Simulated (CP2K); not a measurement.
Two runs for the C K edge of 2-carboxypyrimidine. Run A: CP2K XAS_TDP, all-electron GAPW, PBEh(45%), aug-cc-pVDZ, TDA, no relativity. Run B differs in one setting.

First lines with a strength over 0.0015. A:

```
                     atom  energy (eV)  states  strength, one atom
 C2 (bonded to C and 2 O)       283.14       1              0.0623
                                287.45       1              0.0195
                                288.24       1              0.0023
                                289.55       1              0.0020
                                290.12       1              0.0089
 C4 (bonded to C and 2 N)       282.05       1              0.0494
                                286.76       1              0.0148
                                287.15       1              0.0026
                                287.68       1              0.0041
                                289.02       1              0.0029
C6 (bonded to C, N and H)       281.54       1              0.0587
                                285.79       1              0.0126
                                286.92       1              0.0037
                                287.19       1              0.0060
                                287.46       1              0.0026
 C7 (bonded to 2 C and H)       281.13       1              0.0482
                                284.69       1              0.0132
                                285.94       1              0.0116
                                286.13       1              0.0043
                                287.45       1              0.0068
```

B:

```
                     atom  energy (eV)  states  strength, one atom
 C2 (bonded to C and 2 O)       277.73       1              0.0368
                                280.78       1              0.0310
                                283.10       1              0.0015
                                283.99       1              0.0027
                                284.23       1              0.0034
 C4 (bonded to C and 2 N)       276.45       1              0.0333
                                280.09       1              0.0125
                                280.52       1              0.0020
                                282.35       1              0.0117
                                282.43       1              0.0077
C6 (bonded to C, N and H)       276.08       1              0.0440
                                279.20       1              0.0048
                                279.89       1              0.0067
                                280.02       1              0.0029
                                280.65       1              0.0026
 C7 (bonded to 2 C and H)       275.35       1              0.0331
                                278.25       1              0.0064
                                278.89       1              0.0129
                                279.59       1              0.0018
                                279.78       1              0.0017
```

Question: Which was it: the basis, GW2X switched on, the functional, scalar relativity switched on?

The functional (functional from PBEh(45%) to PBE0; the lines alone don't name the new value). A functional moves all lines by electronvolts and changes their spacings and strengths. Against PBEh(45%) in aug-cc-pVDZ, the leading lines move by -5.41 eV (C2, to 277.73), -5.60 eV (C4, to 276.45), -5.46 eV (C6, to 276.08) and -5.78 eV (C7, to 275.35); the strength of C2's goes from 0.0623 to 0.0368. The next line of C2 over the strength cut lies 3.05 eV higher, against 4.31.

[Banner, clock and machine lines of the logs are left out without a mark of their own.]

[Logs are printed without paths, hosts, clocks, repeated set-up lines and the standing remarks that a program may print on its own settings, such as how far it seeks lower states.]

[Hosts, paths, dates, database ids (printed as entryN), source tags and the programs' standing remarks are cut or masked in the printed files.]
